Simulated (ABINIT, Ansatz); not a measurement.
## PbF2 (Fluorocronite): zone-centre phonons

Aim: the zone-centre modes of PbF2 (Fluorocronite).

Method: DFT LDA, scalar-relativistic, plane waves, PseudoDojo norm-conserving pseudopotentials, in ABINIT 10.8.3.

The database entry behind the starting cell differs from later determinations by our own check (0.1 to 0.3 % short, probably kX units), so it need not match the best structure at ambient conditions.

## Step 1: Starting point

Symmetry: Fm-3m, No. 225, cubic system. The conventional cell has a = 5.812 Å, b = 5.812 Å, c = 5.812 Å, α = 90.00°, β = 90.00°, γ = 90.00°. Nearest to Pb lie 8 F at 2.52 Å. F has 4 Pb at 2.52 Å nearest. Farther neighbours and most contacts between anions are not listed.

As a file:

```cif
data_structure
_symmetry_space_group_name_H-M 'Fm-3m'
_symmetry_Int_Tables_number 225
_cell_length_a 5.8120
_cell_length_b 5.8120
_cell_length_c 5.8120
_cell_angle_alpha 90.000
_cell_angle_beta 90.000
_cell_angle_gamma 90.000
_cell_volume 196.32
loop_
_atom_site_label
_atom_site_type_symbol
_atom_site_symmetry_multiplicity
_atom_site_Wyckoff_symbol
_atom_site_fract_x
_atom_site_fract_y
_atom_site_fract_z
_atom_site_occupancy
Pb1 Pb 4 a 0.00000 0.00000 0.00000 1
F1 F 8 c 0.25000 0.75000 0.75000 1
```

## Step 2: Relaxation

The harmonic expansion needs vanishing forces, and a free crystal bears no stress, so cell and atoms are brought to rest. Stress is more sensitive to the basis than forces are: the last 3 Ha under the cutoff are smoothed with ecutsm, and the cutoff is raised above that of the later runs.

The starting cell comes from a relaxation made beforehand in Ansatz (LDA, PseudoDojo NC).

Input file relax.abi:

```
# relaxation
ionmov 2
optcell 2
dilatmx 1.08
ntime 40
tolmxf 1.0d-05
tolvrs 1.0d-14
prtwf 0
prtden 0
chksymtnons 0

# basis, mesh and filling
ecut 42.0
ecutsm 3.0
ngkpt 6 6 6
nshiftk 1
shiftk 0.0 0.0 0.0
istwfk *1
occopt 1
nband 14
nstep 100
diemac 9.0
prtebands 0
prtgsr 0
useylm 1

# cell and atoms
acell 3*1.0 Angstrom
rprim 
    0.0 2.90598829 2.90598829
    2.90598829 0.0 2.90598829
    2.90598829 2.90598829 0.0
ntypat 2
znucl 82 9
natom 3
typat 1 2 2
xred 
    0.0 0.0 0.0
    0.25 0.25 0.25
    0.75 0.75 0.75
pp_dirpath "./pseudo"
pseudos "Pb.upf, F.upf"
```

Launch:

```console
OMP_NUM_THREADS=1 mpirun -n 4 abinit relax.abi > relax.log
```

Numbers of over 12 decimals in the logs are rounded to 6 here.

relax.abo, the main output file:

```text
[banners, grids, parts of the stress and lines that vanish by symmetry left out]
- input  file    -> relax.abi
- output file    -> relax.abo
- root for input  files -> relaxi
[...]
Symmetries : space group Fm -3 m (#225); Bravais cF (face-center cubic)
[...]
mpw =        5521          nfft =      125000          nkpt =          16
[...]
== DATASET  1 ==================================================================
[...]
cutoff_energies: {ecut:  42.0, pawecutdg:  -1.0, }
[...]
ETOT  1  -118.53297646823    -1.185E+02 2.673E-01 6.406E+00
 ETOT  2  -119.34785679069    -8.149E-01 5.288E-02 1.005E+03
 ETOT  3  -119.39174851246    -4.389E-02 1.230E-03 7.614E+02
 ETOT  4  -119.38622626859     5.522E-03 5.046E-05 8.038E+02
 ETOT  5  -119.46864939176    -8.242E-02 8.372E-04 2.160E+02
[...]
At SCF step   17       vres2   =  6.00E-15 < tolvrs=  1.00E-14 =>converged.
[...]
sigma(1 1)=  3.47481470E-07  sigma(3 2)=  0.00000000E+00
  sigma(2 2)=  3.47481470E-07  sigma(3 1)=  0.00000000E+00
  sigma(3 3)=  3.47481470E-07  sigma(2 1)=  0.00000000E+00
[...]
convergence: {deltae:  6.111E-13, res2:  5.996E-15, residm:  1.744E-17, diffor: null, }
etotal    :  -1.19500518E+02
[...]
ETOT  1  -119.50051839539    -1.195E+02 4.982E-11 2.060E-04
[...]
At SCF step    9       vres2   =  1.58E-15 < tolvrs=  1.00E-14 =>converged.
[...]
sigma(1 1)=  2.54056098E-07  sigma(3 2)=  0.00000000E+00
  sigma(2 2)=  2.54056098E-07  sigma(3 1)=  0.00000000E+00
  sigma(3 3)=  2.54056098E-07  sigma(2 1)=  0.00000000E+00
[...]
convergence: {deltae: -6.168E-12, res2:  1.576E-15, residm:  8.072E-18, diffor: null, }
etotal    :  -1.19500518E+02
[...]
ETOT  1  -119.50051820917    -1.195E+02 5.514E-10 1.523E-03
[...]
ETOT  9  -119.50051842845    -5.201E-12 5.831E-17 1.225E-14
 ETOT 10  -119.50051842844     8.001E-12 3.399E-18 1.240E-15
 At SCF step   10       vres2   =  1.24E-15 < tolvrs=  1.00E-14 =>converged.
[...]
sigma(1 1)= -3.31162164E-11  sigma(3 2)=  0.00000000E+00
  sigma(2 2)= -3.31162216E-11  sigma(3 1)=  0.00000000E+00
  sigma(3 3)= -3.31162146E-11  sigma(2 1)=  0.00000000E+00
[...]
convergence: {deltae:  8.001E-12, res2:  1.240E-15, residm:  3.399E-18, diffor: null, }
etotal    :  -1.19500518E+02
[...]
At Broyd/MD step   3, gradients are converged :
[...]
sigma(1 1)= -3.31162164E-11  sigma(3 2)=  0.00000000E+00
  sigma(2 2)= -3.31162216E-11  sigma(3 1)=  0.00000000E+00
  sigma(3 3)= -3.31162146E-11  sigma(2 1)=  0.00000000E+00
[...]
- sigma(1 1)= -9.74312724E-07  sigma(3 2)=  0.00000000E+00
- sigma(2 2)= -9.74312877E-07  sigma(3 1)=  0.00000000E+00
- sigma(3 3)= -9.74312672E-07  sigma(2 1)=  0.00000000E+00
[...]
fcart     -5.3472050868E-31  2.0750348098E-31  1.9154167475E-31
           strten     -3.3116216366E-11 -3.3116221571E-11 -3.3116214632E-11
================================================================================

[key lines of the parts left out:]
pressure_GPa:   9.7431E-07
Total energy (etotal) [Ha]= -1.19500518428438E+02
```

Run time: 63 s. Hardware: 4 MPI ranks of Intel Xeon at 2.70GHz, shared host; 4.1 min of CPU time.

Little changed from the start: no atom moved by 0.005 Å and no cell edge by 0.1 %.

Read from the output:

```yaml
volume_per_atom: 16.36 Å³
pressure: 9.74e-7 GPa
```

## Step 3: Self-consistent run for the response

First-order wavefunctions inherit every error of the ground state, hence the very tight tolvrs. The mesh is shifted off Γ, since shifted meshes converge sums over the zone faster.

Input file gs.abi:

```
# ground state
tolvrs 1.0d-16
prtden 1
prtwf 1

# basis, mesh and filling
ecut 34.0
ngkpt 6 6 6
nshiftk 4
shiftk 
    0.5 0.5 0.5
    0.5 0.0 0.0
    0.0 0.5 0.0
    0.0 0.0 0.5
istwfk *1
occopt 1
nband 14
nstep 100
diemac 9.0
prtebands 0
prtgsr 0
useylm 1

# cell and atoms
acell 3*1.0 Angstrom
rprim 
    0.0 2.90587563 2.90587563
    2.90587563 0.0 2.90587563
    2.90587563 2.90587563 0.0
ntypat 2
znucl 82 9
natom 3
typat 1 2 2
xred 
    0.0 0.0 0.0
    0.25 0.25 0.25
    0.75 0.75 0.75
pp_dirpath "./pseudo"
pseudos "Pb.upf, F.upf"
```

Launch:

```console
OMP_NUM_THREADS=1 mpirun -n 4 abinit gs.abi > gs.log
```

gs.abo, the main output file:

```text
[banners, grids, parts of the stress and lines that vanish by symmetry left out]
- input  file    -> gs.abi
- output file    -> gs.abo
- root for input  files -> gsi
[...]
Symmetries : space group Fm -3 m (#225); Bravais cF (face-center cubic)
[...]
mpw =        3155          nfft =       91125          nkpt =          28
[...]
== DATASET  1 ==================================================================
[...]
cutoff_energies: {ecut:  34.0, pawecutdg:  -1.0, }
[...]
ETOT  1  -118.41649607388    -1.184E+02 3.434E-01 3.332E+01
 ETOT  2  -119.26367058739    -8.472E-01 5.747E-02 1.130E+03
 ETOT  3  -119.38019122380    -1.165E-01 1.437E-03 6.081E+02
 ETOT  4  -119.38480399416    -4.613E-03 1.775E-05 5.831E+02
 ETOT  5  -119.45892899043    -7.412E-02 5.994E-04 1.976E+02
[...]
ETOT 19  -119.49808714614     1.734E-12 8.947E-17 1.158E-14
 ETOT 20  -119.49808714613     5.727E-12 9.430E-18 5.932E-17
 At SCF step   20       vres2   =  5.93E-17 < tolvrs=  1.00E-16 =>converged.
[...]
sigma(1 1)=  8.57574702E-05  sigma(3 2)=  0.00000000E+00
  sigma(2 2)=  8.57574702E-05  sigma(3 1)=  0.00000000E+00
  sigma(3 3)=  8.57574702E-05  sigma(2 1)=  0.00000000E+00
[...]
convergence: {deltae:  5.727E-12, res2:  5.932E-17, residm:  9.430E-18, diffor: null, }
etotal    :  -1.19498087E+02
[...]
sigma(1 1)=  8.57574702E-05  sigma(3 2)=  0.00000000E+00
  sigma(2 2)=  8.57574702E-05  sigma(3 1)=  0.00000000E+00
  sigma(3 3)=  8.57574702E-05  sigma(2 1)=  0.00000000E+00
[...]
- sigma(1 1)=  2.52307188E+00  sigma(3 2)=  0.00000000E+00
- sigma(2 2)=  2.52307188E+00  sigma(3 1)=  0.00000000E+00
- sigma(3 3)=  2.52307188E+00  sigma(2 1)=  0.00000000E+00
[...]
fcart      1.1173264354E-31  1.1114231220E-48 -1.1173264354E-31
           strten      8.5757470201E-05  8.5757470201E-05  8.5757470201E-05
================================================================================

[key lines of the parts left out:]
pressure_GPa:  -2.5231E+00
```

Elapsed: 41 s, on 4 MPI ranks; 2.7 min of CPU time.

Numbers from this step:

| Item | Value |
| --- | --- |
| pressure | -2.523 GPa |

The cell stands at -2.5 GPa: the relaxation ran with a smoothed and higher cutoff and on another k mesh.

## Step 4: Empty bands

Empty bands on the ground state's density check that the gap assumed so far is there in this cell.

Input file gap.abi:

```
# empty bands on the ground state's density
iscf -2
getden_filepath "gso_DEN"
tolwfr 1.0d-12
nbdbuf 2
prtwf 0

# basis, mesh and filling
ecut 34.0
ngkpt 8 8 8
nshiftk 1
shiftk 0.0 0.0 0.0
istwfk *1
occopt 1
nband 18
nstep 100
diemac 9.0
prtebands 0
prtgsr 0
useylm 1

# cell and atoms
acell 3*1.0 Angstrom
rprim 
    0.0 2.90587563 2.90587563
    2.90587563 0.0 2.90587563
    2.90587563 2.90587563 0.0
ntypat 2
znucl 82 9
natom 3
typat 1 2 2
xred 
    0.0 0.0 0.0
    0.25 0.25 0.25
    0.75 0.75 0.75
pp_dirpath "./pseudo"
pseudos "Pb.upf, F.upf"
```

Launch:

```console
OMP_NUM_THREADS=1 mpirun -n 4 abinit gap.abi > gap.log
```

gap.abo, the main output file:

```text
[banners, grids, parts of the stress and lines that vanish by symmetry left out]
- input  file    -> gap.abi
- output file    -> gap.abo
- root for input  files -> gapi
[...]
Symmetries : space group Fm -3 m (#225); Bravais cF (face-center cubic)
[...]
mpw =        3156          nfft =       91125          nkpt =          29
[...]
== DATASET  1 ==================================================================
[...]
cutoff_energies: {ecut:  34.0, pawecutdg:  -1.0, }
[...]
-outvars: echo values of variables after computation
            acell      1.8897261259E+00  1.8897261259E+00  1.8897261259E+00 Bohr
================================================================================
```

Wall time 12 s (4 MPI ranks); 48 s of CPU time.

Read from the output:

```yaml
gap_on_the_k_mesh: 4.253 eV
```

In this cell the gap on the mesh is 4.3 eV, indirect (smallest direct 4.4 eV), so fixed occupations hold.

## Step 5: Zone-centre response

The derivative of the wavefunctions by k comes first, since the response to a field is built on it; then the field and the displacements that symmetry doesn't supply are solved at q = 0.

It reads the wavefunctions written in step 3.

Input file dfpt_gamma.abi:

```
ndtset 2

# common to the responses
getwfk_filepath "gso_WFK"
kptopt 2
nqpt 1
qpt 0.0 0.0 0.0
asr 0
chneut 0

# d/dk
rfelfd1 2
rfdir1 1 1 1
iscf1 -3
tolwfr1 1.0d-20

# displacements, field
rfphon2 1
rfatpol2 1 3
rfdir2 1 1 1
rfelfd2 3
getddk2 1
tolvrs2 1.0d-10
prtwf2 0

# basis, mesh and filling
ecut 34.0
ngkpt 6 6 6
nshiftk 4
shiftk 
    0.5 0.5 0.5
    0.5 0.0 0.0
    0.0 0.5 0.0
    0.0 0.0 0.5
istwfk *1
occopt 1
nband 14
nstep 100
diemac 9.0
prtebands 0
prtgsr 0
useylm 1

# cell and atoms
acell 3*1.0 Angstrom
rprim 
    0.0 2.90587563 2.90587563
    2.90587563 0.0 2.90587563
    2.90587563 2.90587563 0.0
ntypat 2
znucl 82 9
natom 3
typat 1 2 2
xred 
    0.0 0.0 0.0
    0.25 0.25 0.25
    0.75 0.75 0.75
pp_dirpath "./pseudo"
pseudos "Pb.upf, F.upf"
```

Launch:

```console
OMP_NUM_THREADS=1 mpirun -n 4 abinit dfpt_gamma.abi > dfpt_gamma.log
```

dfpt_gamma.abo, the main output file:

```text
[banners, grids, parts of the stress and lines that vanish by symmetry left out]
- input  file    -> dfpt_gamma.abi
- output file    -> dfpt_gamma.abo
- root for input  files -> dfpt_gammai
[...]
DATASET    1 : space group Fm -3 m (#225); Bravais cF (face-center cubic)
[...]
nfft =       91125          nkpt =         432
[...]
DATASET    2 : space group Fm -3 m (#225); Bravais cF (face-center cubic)
[...]
nfft =       91125          nkpt =         432
[...]
== DATASET  1 ==================================================================
[...]
cutoff_energies: {ecut:  34.0, pawecutdg:  -1.0, }
[...]
-  9.00000   7.00000  201202                  znucl, zion, pspdat
[...]
Perturbation : derivative vs k along direction   1
[...]
-ETOT  1  -46.987755522613     -4.699E+01 2.504E-01 0.000E+00
 ETOT  2  -47.213456137681     -2.257E-01 1.917E-02 0.000E+00
 ETOT  3  -47.221298165675     -7.842E-03 1.227E-03 0.000E+00
 ETOT  4  -47.221732704405     -4.345E-04 1.200E-04 0.000E+00
 ETOT  5  -47.221762008748     -2.930E-05 1.098E-05 0.000E+00
[...]
At SCF step   21   max residual=  1.00E-20 < tolwfr=  1.00E-20 =>converged.
[...]
Perturbation : derivative vs k along direction   2
[...]
-ETOT  1  -46.987755522191     -4.699E+01 2.504E-01 0.000E+00
[...]
At SCF step   21   max residual=  1.00E-20 < tolwfr=  1.00E-20 =>converged.
[...]
Perturbation : derivative vs k along direction   3
[...]
-ETOT  1  -46.987755521768     -4.699E+01 2.504E-01 0.000E+00
[...]
At SCF step   21   max residual=  1.00E-20 < tolwfr=  1.00E-20 =>converged.
[...]
1        1       1.0629179228    0.0000000000
     1        2       0.5314589614    0.0000000000
     1        3       0.5314589614   -0.0000000000
     2        1       0.5314589614    0.0000000000
     2        2       1.0629179228    0.0000000000
     2        3       0.5314589614   -0.0000000000
     3        1       0.5314589614   -0.0000000000
     3        2       0.5314589614   -0.0000000000
     3        3       1.0629179228   -0.0000000000
[...]
== DATASET  2 ==================================================================
[...]
cutoff_energies: {ecut:  34.0, pawecutdg:  -1.0, }
[...]
Perturbation : displacement of atom   1   along direction   1
[...]
-ETOT  1   5.148065     -1.139E+04 1.699E+01 1.107E+03
[...]
At SCF step   12       vres2   =  1.38E-11 < tolvrs=  1.00E-10 =>converged.
[...]
Perturbation : displacement of atom   2   along direction   1
[...]
-ETOT  1   6.135508     -5.832E+03 4.602E+00 2.234E+03
[...]
At SCF step   15       vres2   =  9.57E-12 < tolvrs=  1.00E-10 =>converged.
[...]
Perturbation : homogeneous electric field along direction   1
[...]
-ETOT  1  -42.212835780611     -4.221E+01 2.803E+00 7.534E+04
[...]
ETOT 12  -63.238612547148     -3.047E-11 2.276E-12 5.317E-10
 ETOT 13  -63.238612547149     -2.416E-13 1.044E-13 8.285E-11
 At SCF step   13       vres2   =  8.29E-11 < tolvrs=  1.00E-10 =>converged.
[...]
Dielectric tensor, in cartesian coordinates,
[...]
1    5   1    5         3.4437980417        -0.0000000000
   1    5   2    5         0.0000000000        -0.0000000000
   1    5   3    5         0.0000000000        -0.0000000000
   2    5   1    5         0.0000000000        -0.0000000000
   2    5   2    5         3.4437980417        -0.0000000000
   2    5   3    5         0.0000000000        -0.0000000000
   3    5   1    5         0.0000000000        -0.0000000000
   3    5   2    5         0.0000000000        -0.0000000000
   3    5   3    5         3.4437980417        -0.0000000000
  Effective charges, in cartesian coordinates,
[...]
1    1   1    5         3.2258141883         0.0000000000
   2    1   1    5         0.0000000000         0.0000000000
   3    1   1    5        -0.0000000000         0.0000000000
   1    2   1    5        -1.6119369300         0.0000000000
   2    2   1    5         0.0000000000         0.0000000000
[...]
Effective charges, in cartesian coordinates,
[...]
2    5   1    3        -0.0000000000         0.0000000000
   3    5   1    3         0.0000000000         0.0000000000
   1    5   2    3        -0.0000000000         0.0000000000
   2    5   2    3        -1.6119369951         0.0000000000
   3    5   2    3         0.0000000000         0.0000000000
   1    5   3    3         0.0000000000         0.0000000000
   2    5   3    3         0.0000000000         0.0000000000
   3    5   3    3        -1.6119369951         0.0000000000
  Phonon wavevector (reduced coordinates) :  0.00000  0.00000  0.00000
 Phonon energies in Hartree :
[...]
Phonon frequencies in cm-1    :
-  2.785149E-01  2.785152E-01  2.785158E-01  1.311430E+02  1.311430E+02
-  1.311430E+02  2.599871E+02  2.599871E+02  2.599871E+02
  Phonon at Gamma, with non-analyticity in the
[...]
Phonon energies in Hartree :
[...]
Phonon frequencies in cm-1    :
-  2.785149E-01  2.785152E-01  2.797161E-01  1.311430E+02  1.311430E+02
-  2.599871E+02  2.599871E+02  2.599871E+02  3.338575E+02
  Phonon at Gamma, with non-analyticity in the
[...]
Phonon energies in Hartree :
[...]
Phonon frequencies in cm-1    :
-  2.785149E-01  2.785158E-01  2.797154E-01  1.311430E+02  1.311430E+02
-  2.599871E+02  2.599871E+02  2.599871E+02  3.338575E+02
  Phonon at Gamma, with non-analyticity in the
[...]
Phonon energies in Hartree :
[...]
Phonon frequencies in cm-1    :
-  2.785152E-01  2.785158E-01  2.797152E-01  1.311430E+02  1.311430E+02
-  2.599871E+02  2.599871E+02  2.599871E+02  3.338575E+02
[...]
fcart2     0.0000000000E+00  0.0000000000E+00  0.0000000000E+00
           strten2     0.0000000000E+00  0.0000000000E+00  0.0000000000E+00
================================================================================
```

The job ended after 27 min (4 MPI ranks).

Numbers from this step:

| Quantity | Value |
| --- | --- |
| miss of the charge sum rule | 0.001940 e |
| largest acoustic frequency at the zone centre before the sum rule | 0.28 cm⁻¹ |
| highest optical zone-centre mode (no LO-TO term) | 260.0 cm⁻¹ |
| lowest optical zone-centre mode | 131.1 cm⁻¹ |
| mean high-frequency dielectric constant | 3.444 |
| largest Born charge in size (third of the trace) | 3.226 e |

Born charge (rows field, columns displacement), before the sum rule (e), principal values of the symmetric part by kind of site:

```csv
atom,atoms with these values,low,middle,high,mean
Pb1,1,3.23,3.23,3.23,3.23
F2,2,-1.61,-1.61,-1.61,-1.61
```

In full for Pb1:

```
3.23 0.00 0.00
0.00 3.23 0.00
0.00 0.00 3.23
```

High-frequency dielectric tensor:

```
3.44 0.00 0.00
0.00 3.44 0.00
0.00 0.00 3.44
```

The acoustic modes at Γ come out as far as 0.3 cm⁻¹ from zero, where they should vanish, a small numerical error; the Born charges miss their sum rule by 0.0019 e, which is good.

(Part 1 of 2 ends here.)

[Host names and launcher messages were left out of these logs when they were recorded.]

[Logs are printed without paths, hosts, clocks, repeated set-up lines and the standing remarks that a program may print on its own settings, such as how far it seeks lower states.]

[Hosts, paths, dates, database ids (printed as entryN), source tags and the programs' standing remarks are cut or masked in the printed files.]
